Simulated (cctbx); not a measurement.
**EuMoS3 across an absorption edge**

Space group R-3c (no. 167), a = 6.9940 Å, b = 6.9940 Å, c = 17.6100 Å, α = 90.00°, β = 90.00°, γ = 120.00°.

| atom | mult. | x | y | z | Ueq (Å²) |
| --- | --- | --- | --- | --- | --- |
| Eu1 | 6 | 2/3 | 1/3 | 0.0833 | 0.0093 |
| Mo1 | 6 | 1/3 | 2/3 | 1/6 | 0.0140 |
| S1 | 18 | 0.2094 | 0.8761 | 0.0833 | 0.0143 |

The model is made up (kin elements in a known structure type, no relaxation), so it says nothing on whether the phase exists.

Calculated with cctbx: free-atom f′ and f″ from the Sasaki tables, no fine structure; amplitudes in electrons.

```csv
E (eV),F 2 0 2,F 0 2 4,F 3 1 2,F 2 2 0
19400,316.4,645.8,55.2,510.9
19750,320.8,641.1,59.2,506.4
19880,324.8,637.0,62.8,502.5
19940,328.6,633.1,66.3,498.9
19970,332.5,629.3,69.9,495.2
19985,336.4,625.4,73.4,491.5
19992,339.8,622.0,76.6,488.3
19996,343.6,618.3,80.1,484.7
20004,345.2,617.2,81.0,483.9
20008,340.6,621.8,76.7,488.2
20015,336.6,625.7,72.9,492.0
20030,332.3,630.0,69.0,496.0
20060,328.1,634.1,65.1,499.9
20150,322.5,639.5,59.9,505.1
20400,316.3,645.3,54.2,510.6
```

**Question.** Which edge is crossed, and why do the reflections move as they do?

The K edge of Mo. The edge is at 20000 eV. f′ of Mo falls from -4.6 e at 19880 eV to -7.8 e at 4 eV below it, and f″ steps from 0.54 to 3.69 e across it. Over that approach |F| changes by +6 % (2 0 2), -3 % (0 2 4), +28 % (3 1 2) and -4 % (2 2 0): a reflection falls where Mo scatters in phase with the total and rises where it scatters against it; it hardly moves where the Mo term is small or cancels by symmetry. Above the edge the larger f″ enters the imaginary part, where it can add to or cancel the other atoms' f″. The structure is centrosymmetric, so Friedel mates stay equal.

[Logs are printed without paths, hosts, clocks, repeated set-up lines and the standing remarks that a program may print on its own settings, such as how far it seeks lower states.]
